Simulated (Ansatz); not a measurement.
## Lattice dynamics of SiSn2 (model cell, started as cuprite)

Wanted: phonon frequencies of SiSn2 (model cell, started as cuprite) and what follows from them.

Method: DFT PBEsol, scalar-relativistic, plane waves, PAW, in Ansatz 0.2.0.

Report form: the programs' logs are mostly left out.

The structure was built from a prototype and need not be the compound's stable phase.

## 1. The structure

The structure is cubic, space group Pn-3m (No. 224). The conventional cell has a = 6.198 Å, b = 6.198 Å, c = 6.198 Å, α = 90.00°, β = 90.00°, γ = 90.00°. Nearest to Si lie 4 Sn at 2.68 Å. Sn has 2 Si at 2.68 Å nearest. Farther neighbours are not listed.

Coordinates:

```cif
data_structure
_symmetry_space_group_name_H-M 'Pn-3m:1'
_symmetry_Int_Tables_number 224
_cell_length_a 6.1984
_cell_length_b 6.1984
_cell_length_c 6.1984
_cell_angle_alpha 90.000
_cell_angle_beta 90.000
_cell_angle_gamma 90.000
_cell_volume 238.15
loop_
_atom_site_label
_atom_site_type_symbol
_atom_site_symmetry_multiplicity
_atom_site_Wyckoff_symbol
_atom_site_fract_x
_atom_site_fract_y
_atom_site_fract_z
_atom_site_occupancy
Si1 Si 2 a 0.00000 0.00000 0.00000 1
Sn1 Sn 4 b 0.25000 0.25000 0.25000 1
```

## 2. Bringing the structure to rest

The cell and atoms are relaxed, since residual forces and stress would shift the frequencies.

Input file input.yaml:

```yaml
crystal:
  lattice:
    - [6.19843, 0.0, 0.0]
    - [0.0, 6.19843, 0.0]
    - [0.0, 0.0, 6.19843]
  atoms:
    - { symbol: Si, position: [0.0, 0.0, 0.0] }
    - { symbol: Si, position: [0.5, 0.5, 0.5] }
    - { symbol: Sn, position: [0.25, 0.25, 0.25] }
    - { symbol: Sn, position: [0.75, 0.75, 0.25] }
    - { symbol: Sn, position: [0.75, 0.25, 0.75] }
    - { symbol: Sn, position: [0.25, 0.75, 0.75] }
kpoints:
  mp_grid: { grid: [6, 6, 6] }
hamiltonian:
  xc: pbesol
scf:
  occupations: { method: gaussian, width: 0.1 }
output:
  forces: true
  stress: true
  eigenvalues: true
  write_density: true
  write_potential: true
  elf: true
  volumetric_format: npy
relax:
  adjacent_minimum: "off"
  f_tol: 0.005
  max_steps: 80
  cell: { stress_tol: 0.05 }
```

Launch:

```console
$ ansatz run input.yaml --threads 8 --pin off --max-ram 14336MiB --backend cpu --events-out ev --progress --plain --runs-dir out
```

The job ended after 12 s (8 threads of Arm Neoverse V2, shared host; peak memory 0.87 GiB; 87 s of CPU time).

Step by step:

```tsv
step	energy less that of the first step (eV)	largest force component (eV/Å)	pressure (GPa)	volume (Å³)
1	0.0000	0.0000	-4.41	238.15
2	-0.7173	0.0000	-2.04	205.32
3	-0.7665	0.0000	1.78	183.57
4	-0.8089	0.0000	-0.21	193.10
5	-0.8098	0.0000	-0.01	191.98
6*	-0.8057	0.0000	-0.02	191.98
```

Relaxation steps marked * repeat the geometry before them on a plane-wave basis chosen anew for their cell, so energy and pressure can jump there.

Forces are held to the 48 operations that the run works with; a distortion that breaks them can't arise in this run.

```tsv
conventional cell, symmetrised	before	after	change
a (Å)	6.198	5.769	-6.9 %
b (Å)	6.198	5.769	-6.9 %
c (Å)	6.198	5.769	-6.9 %
volume (Å³/atom)	39.69	32.00	-19.4 %
```

This step gave:

* pressure: -0.01878 GPa
* volume per atom: 32.00 Å³
* gap on the k-mesh: 0 eV

ELF in the ac plane at fractional y = 0.250, with atoms of Sn within 0.2 Å of it. It is the smooth field of the valence electrons, not physical close to the nuclei.

Values, 16 rows by 16 columns, each cell a mean:
```
0.40 0.34 0.31 0.29 0.27 0.25 0.21 0.21 0.28 0.37 0.37 0.35 0.36 0.40 0.47 0.47
0.40 0.27 0.18 0.14 0.12 0.11 0.13 0.22 0.35 0.37 0.33 0.30 0.28 0.32 0.39 0.47
0.39 0.23 0.12 0.07 0.06 0.07 0.12 0.25 0.37 0.34 0.28 0.11 0.07 0.18 0.32 0.40
0.37 0.20 0.09 0.05 0.04 0.06 0.12 0.28 0.38 0.33 0.20 0.02 0.00 0.07 0.28 0.36
0.35 0.19 0.08 0.05 0.05 0.07 0.14 0.29 0.40 0.35 0.23 0.04 0.02 0.11 0.30 0.35
0.32 0.17 0.10 0.08 0.09 0.12 0.18 0.31 0.44 0.41 0.33 0.23 0.20 0.28 0.33 0.37
0.26 0.18 0.17 0.19 0.21 0.23 0.27 0.34 0.44 0.48 0.41 0.35 0.33 0.34 0.37 0.37
0.23 0.26 0.32 0.35 0.36 0.38 0.40 0.40 0.41 0.44 0.44 0.40 0.38 0.37 0.35 0.28
0.28 0.37 0.37 0.35 0.36 0.40 0.47 0.47 0.40 0.34 0.31 0.29 0.28 0.25 0.22 0.21
0.36 0.36 0.33 0.31 0.29 0.33 0.40 0.47 0.40 0.27 0.18 0.14 0.12 0.12 0.13 0.21
0.38 0.34 0.28 0.12 0.06 0.17 0.33 0.40 0.38 0.23 0.12 0.07 0.06 0.07 0.11 0.25
0.38 0.33 0.19 0.02 0.00 0.06 0.29 0.36 0.36 0.21 0.09 0.05 0.04 0.06 0.12 0.27
0.41 0.35 0.23 0.05 0.02 0.12 0.31 0.35 0.35 0.19 0.08 0.05 0.05 0.07 0.14 0.29
0.45 0.40 0.32 0.23 0.19 0.28 0.33 0.37 0.32 0.17 0.10 0.08 0.09 0.12 0.18 0.31
0.45 0.48 0.40 0.35 0.33 0.34 0.36 0.37 0.26 0.18 0.17 0.19 0.20 0.23 0.27 0.34
0.42 0.45 0.45 0.41 0.38 0.38 0.36 0.28 0.23 0.26 0.32 0.35 0.37 0.39 0.40 0.40
```
Columns run along a (5.8 Å), rows up along c (5.8 Å). Atoms in or near the plane, at fractional coordinates: Sn at (0.25, 0.25), Sn at (0.75, 0.75).

Valence density in the ac plane at fractional y = 0.250, with atoms of Sn within 0.2 Å of it. It is the smooth field of the valence electrons, not physical close to the nuclei.

Ten steps, logarithmic in the rise over the least value, from '_' (0 e/Å³) to '@' (14 e/Å³), each cell a mean:
```
....________________..::::::....
..________________..--==++==::..
..______________..::++##%%**==::
..______________..--**@@@@%%++::
________________..--**%%@@##==::
________________..::==****++--..
______________......::----::..__
________....................____
__....::::::........____________
__..--==++==::....______________
..::++##%%**==::..______________
..--**@@@@%%++::..______________
..--**%%@@##==::________________
..::==****++--..________________
..::::----::....______________..
............____________........
```
Columns run along a (5.8 Å), rows up along c (5.8 Å). Atoms in or near the plane, at fractional coordinates: Sn at (0.25, 0.25), Sn at (0.75, 0.75).

Electrostatic potential energy in the ac plane at fractional y = 0.250, with atoms of Sn within 0.2 Å of it. With pseudopotentials it is smooth inside the atoms' cores, unlike the true potential.

Ten even steps from '0' (-11 eV) to '9' (30 eV), each cell a mean:
```
4444445544322334
4445555543100023
4455555441046203
4455555430199602
4555555431089402
4555554442001013
4555444443210134
5444444444433444
4432233444444455
4310002344455555
4104620344555554
3029960244555554
3117940245555554
4201201345555544
4321013445554444
4443344454444444
```
Columns run along a (5.8 Å; values clipped at the 3rd and 97th percentile), rows up along c (5.8 Å). Atoms in or near the plane, at fractional coordinates: Sn at (0.25, 0.25), Sn at (0.75, 0.75).

In this step the volume went from 39.69 to 32.00 Å³/atom.

## 3. Bringing the structure to rest

The relaxation is repeated from its end on the same settings, as a check that it has come to rest.

input.yaml, the sections that differ from step 2:

```yaml
crystal:
  lattice:
    - [5.7688348011, 0.0, 0.0]
    - [0.0, 5.7688348011, 0.0]
    - [0.0, 0.0, 5.7688348011]
  atoms:
    - { symbol: Si, position: [0.0, 0.0, 0.0] }
    - { symbol: Si, position: [0.5, 0.5, 0.5] }
    - { symbol: Sn, position: [0.25, 0.25, 0.25] }
    - { symbol: Sn, position: [0.75, 0.75, 0.25] }
    - { symbol: Sn, position: [0.75, 0.25, 0.75] }
    - { symbol: Sn, position: [0.25, 0.75, 0.75] }
output:
  forces: true
  stress: true
  eigenvalues: true
# kpoints, hamiltonian, scf, relax: as in step 2
```

It took 3.1 s on 8 threads; peak memory 0.73 GiB; 22 s of CPU time.

Little changed from the start: no atom moved by 0.005 Å and no cell edge by 0.1 %.

In this step the volume went from 32.00 to 32.00 Å³/atom.

## 4. Relaxing to small forces for the phonons

Phonons need a cell at rest on their own settings, so the relaxation is repeated with tight tolerances on forces and stress on the k mesh and occupations of the first response run.

input.yaml: that of step 3 with these lines changed.

```diff
@@ -17,3 +17,3 @@
 scf:
-  occupations: { method: gaussian, width: 0.1 }
+  occupations: { method: methfessel_paxton, width: 0.2 }
 output:
@@ -24,4 +24,4 @@
   adjacent_minimum: "off"
-  f_tol: 0.005
-  max_steps: 80
-  cell: { stress_tol: 0.05 }
+  f_tol: 0.001
+  max_steps: 60
+  cell: { stress_tol: 0.01 }
```

Elapsed: 4.6 s, on 8 threads; peak memory 0.74 GiB; 33 s of CPU time.

Little changed from the start: no atom moved by 0.005 Å and no cell edge by 0.1 %.

This step gave:

```
pressure        : -4.67e-4 GPa
volume per atom : 31.97 Å³
```

The forces vanish by symmetry and the pressure is 0.000 GPa, within the tolerances set. The cell now holds 31.97 Å³/atom.

## 5. Zone-centre response

The zone centre comes first: it holds the modes that light can see, as far as symmetry allows. No field response is asked, since the mesh shows no gap.

input.yaml, the sections that differ from step 4:

```yaml
crystal:
  lattice:
    - [5.7670116997, 0.0, 0.0]
    - [0.0, 5.7670116997, 0.0]
    - [0.0, 0.0, 5.7670116997]
  atoms:
    - { symbol: Si, position: [0.0, 0.0, 0.0] }
    - { symbol: Si, position: [0.5, 0.5, 0.5] }
    - { symbol: Sn, position: [0.25, 0.25, 0.25] }
    - { symbol: Sn, position: [0.75, 0.75, 0.25] }
    - { symbol: Sn, position: [0.75, 0.25, 0.75] }
    - { symbol: Sn, position: [0.25, 0.75, 0.75] }
output:
  eigenvalues: true
phonons:
  method: dfpt
# kpoints, hamiltonian, scf: as in step 4
# relax: removed
```

It took 25 s on 8 threads; peak memory 2.2 GiB.

This step gave:

| Item | Value |
| --- | --- |
| sum-rule residual before enforcement | 8.67e-6 eV/Å² |
| point group | m-3m |
| highest optical mode at the zone centre (no LO-TO term) | 354.9 cm⁻¹ |
| lowest optical zone-centre mode | -88.44 cm⁻¹ |

Patterns of degenerate modes are one choice out of their space. Modes at Γ, with each element's share of the kinetic energy (negative means imaginary):

```tsv
mode	frequency (cm⁻¹)	symmetry	Si %	Sn %
1	-88.4	T2u	0	100
2	-88.4	T2u	0	100
3	-88.4	T2u	0	100
4	-87.1	T1u	22	78
5	-87.1	T1u	22	78
6	-87.1	T1u	22	78
7	-83.2	Eu	0	100
8	-83.2	Eu	0	100
9	0.0	acoustic	11	89
10	0.0	acoustic	11	89
11	0.0	acoustic	11	89
12	193.2	A2u	0	100
13	269.2	T2g	100	0
14	269.2	T2g	100	0
15	269.2	T2g	100	0
16	354.9	T1u	68	32
17	354.9	T1u	68	32
18	354.9	T1u	68	32
```

Displacements in mode 3 (-88.4 cm⁻¹), the largest set to 1:
```
Si1  0.00  0.00  0.00
Si2  0.00  0.00  0.00
Sn3 -0.97 -0.03  1.00
Sn4 -0.65 -0.35 -1.00
Sn5  0.65  0.03 -0.63
Sn6  0.97  0.35  0.63
```

Displacements in mode 16 (354.9 cm⁻¹), the largest set to 1:
```
Si1  1.00  0.00  0.00
Si2  1.00  0.00  0.00
Sn3 -0.12 -0.15 -0.15
Sn4 -0.12 -0.15  0.15
Sn5 -0.12  0.15 -0.15
Sn6 -0.12  0.15  0.15
```

Before it was imposed, the acoustic sum rule was missed by 8.7e-6 eV/Å². Small misses are needed for a sound result but don't prove that mesh and cutoff are converged. The lowest optical mode is imaginary, 88.4i cm⁻¹, so the energy falls along it.

## 6. Phonons on a q mesh

Stability and thermal properties need the whole zone. Linear response on a 2×2×2 q mesh gives force constants as far as a supercell of that size would.

input.yaml: that of step 5 with these lines changed.

```diff
@@ -22 +22,8 @@
   method: dfpt
+  qmesh: [2, 2, 2]
+  temperatures: { t_max: 1000, t_step: 50 }
+  qpath:
+    path:
+      - [[0.0, 0.0, 0.0], [0.0, 0.5, 0.0], [0.5, 0.5, 0.0], [0.0, 0.0, 0.0], [0.5, 0.5, 0.5], [0.0, 0.5, 0.0]]
+      - [[0.5, 0.5, 0.5], [0.5, 0.5, 0.0]]
+    npoints: 10
```

It took 1.9 min on 8 threads; peak memory 2.5 GiB.

This step gave:

* sum-rule residual before enforcement: 1.85e-5 eV/Å²
* lowest frequency on the path: -107.7 cm⁻¹
* highest frequency on the path or at a solved wavevector: 363.1 cm⁻¹
* lowest mode on the q mesh (acoustic modes at Γ apart): -107.7 cm⁻¹

Frequencies (cm⁻¹) solved at each irreducible wavevector; negative means imaginary. Frequencies by wavevector, by row:

```tsv
q in reciprocal lattice units	star	mode 1	mode 2	mode 3	mode 4	mode 16	mode 17	mode 18
0 0 0	1	-88.4	-88.4	-88.4	-87.1	354.9	354.9	354.9
0 0 -0.5	3	-85.8	-85.8	-77.6	-77.6	324.8	362.8	362.8
0 -0.5 -0.5	3	-91.9	-91.9	-83	-83	320.5	359.7	359.7
-0.5 -0.5 -0.5	1	-107.7	-107.7	-107.7	-65.7	353	353	353
```

Interpolated from a 2×2×2 q mesh. The phonon branches at the labelled points (cm⁻¹):

```tsv
point	branch 1	branch 2	branch 3	branch 4	branch 15	branch 16	branch 17	branch 18
Γ	-88	-88	-88	-87	269	355	355	355
halfway	-88	-84	-83	-83	292	347	359	359
X	-86	-86	-78	-78	325	325	363	363
halfway	-89	-89	-83	-83	322	322	362	362
M	-92	-92	-83	-83	320	320	360	360
halfway	-88	-87	-86	-84	299	342	359	361
Γ	-88	-88	-88	-87	269	355	355	355
halfway	-96	-96	-80	-77	291	348	358	358
R	-108	-108	-108	-66	278	353	353	353
halfway	-100	-97	-84	-77	297	342	356	360
X	-86	-86	-78	-78	325	325	363	363
jump to R	-108	-108	-108	-66	278	353	353	353
halfway	-102	-102	-93	-72	293	344	357	357
M	-92	-92	-83	-83	320	320	360	360
```

The phonon density of states has structure finer than the step of the table below, so its rows give means over 20 cm⁻¹, whole bins alone (the curve runs from -108 to 362 cm⁻¹). Peaks (cm⁻¹: height): -82.5: 0.280, -72.5: 0.216, -27.5: 0.191, 262.5: 0.173, 357.5: 0.240.

Tetrahedra on a 12×12×12 mesh, mean over bins of 5 cm-1. Interpolated from a 2×2×2 q mesh. The phonon density of states by wavenumber; means over each step:

```tsv
wavenumber (cm⁻¹)	phonon density of states (1/cm⁻¹/cell)
-80	0.203
-60	0.124
-40	0.0378
-20	0.0639
0	0.00186
20	0.00176
40	0.00483
60	0.00986
80	0.0202
100	0.0122
120	0.0110
140	0.0227
160	0.0118
180	0.00459
200	1.7e-4
220	0
240	0.00171
260	0.0910
280	0.0159
300	0.0304
320	0.0172
340	0.0396
```

The partial phonon density of states has structure finer than the step of the table below, so its rows give means over 10 cm⁻¹, whole bins alone (the curve runs from -117 to 384 cm⁻¹). Peaks (cm⁻¹: height): Si -29.1: 0.0342, 260.9: 0.132, 358.6: 0.134; Sn -82.6: 0.223, -29.1: 0.125, 358.6: 0.0580.

Phonopy on the run's constants, 11x11x11 mesh, Gaussian sigma 3.6 cm-1. Interpolated from a 2×2×2 q mesh. Table of partial phonon density of states by wavenumber; means over each step; values in 1/cm⁻¹/cell:

```tsv
wavenumber (cm⁻¹)	Si	Sn
-110	0.00120	0.0104
-100	0.00496	0.0608
-90	0.00597	0.153
-80	0.00649	0.207
-70	0.00558	0.178
-60	0.00251	0.129
-50	2.5e-4	0.0345
-40	0.00360	0.0134
-30	0.0262	0.0971
-20	0.00901	0.0414
-10	0.00117	0.00807
0	1.2e-4	8.9e-4
10	3.4e-4	0.00130
20	2.7e-4	0.00135
30	6.4e-4	0.00248
40	0.00113	0.00412
50	0.00159	0.00502
60	0.00249	0.00749
70	0.00351	0.00993
80	0.00569	0.0158
90	0.00500	0.0138
100	0.00336	0.00944
110	0.00178	0.00504
120	0.00272	0.00809
130	0.00482	0.0148
140	0.00555	0.0180
150	0.00379	0.0136
160	0.00222	0.00949
170	0.00121	0.00665
180	5.3e-4	0.00439
190	1.0e-4	0.00171
200	1.5e-6	9.3e-5
210	0	0
220	0	0
230	0	0
240	3.2e-4	4.5e-6
250	0.0276	3.8e-4
260	0.112	0.00106
270	0.0551	4.4e-4
280	0.0108	0.00108
290	0.0182	0.00457
300	0.0235	0.00717
310	0.0196	0.00663
320	0.0110	0.00403
330	0.0182	0.00717
340	0.0296	0.0121
350	0.0432	0.0189
360	0.104	0.0449
370	0.0125	0.00531
```

Symmetry leaves 4 wavevectors to solve. The lowest mode among them, the acoustic zeros apart, lies at q = (-0.5, -0.5, -0.5) and is imaginary, 107.7i cm⁻¹, so the energy falls along it.

## 7. What came out

```
space group after relaxation (within 0.01 Å)            : Pn-3m
volume per atom                                         : 32.0 Å³
electronic character                                    : no gap on this mesh
highest optical mode at the zone centre (no LO-TO term) : 355 cm⁻¹
lowest optical zone-centre mode                         : -88.4 cm⁻¹
lowest mode on the q mesh (acoustic modes at Γ apart)   : -108 cm⁻¹
highest frequency on the path or at a solved wavevector : 363 cm⁻¹
imaginary modes on the 2×2×2 q mesh                     : yes
```

Modes are clearly imaginary (beyond 10i cm⁻¹) at 4 of the 4 irreducible wavevectors, most at q = (-0.5, -0.5, -0.5) (107.7i cm⁻¹), so this structure is not a minimum of the energy. The optical modes at Γ span -88 to 355 cm⁻¹ (negative means imaginary). The highest mode in this list at Γ, 354.9 cm⁻¹, has its largest share on Si (68 % of the kinetic energy). With no gap, or one that is small against the smearing, the frequencies hang on the k mesh and the smearing, most of all near Kohn anomalies. Spin-orbit coupling is left out, which can matter for the heavy elements here. The starting cell was built on a prototype and not taken from a measurement, so the phase need not exist. These are harmonic frequencies at zero temperature: anharmonic shifts, linewidths and thermal expansion are left out.

[Logs are printed without paths, hosts, clocks, repeated set-up lines and the standing remarks that a program may print on its own settings, such as how far it seeks lower states.]

[Hosts, paths, dates, database ids (printed as entryN), source tags and the programs' standing remarks are cut or masked in the printed files.]
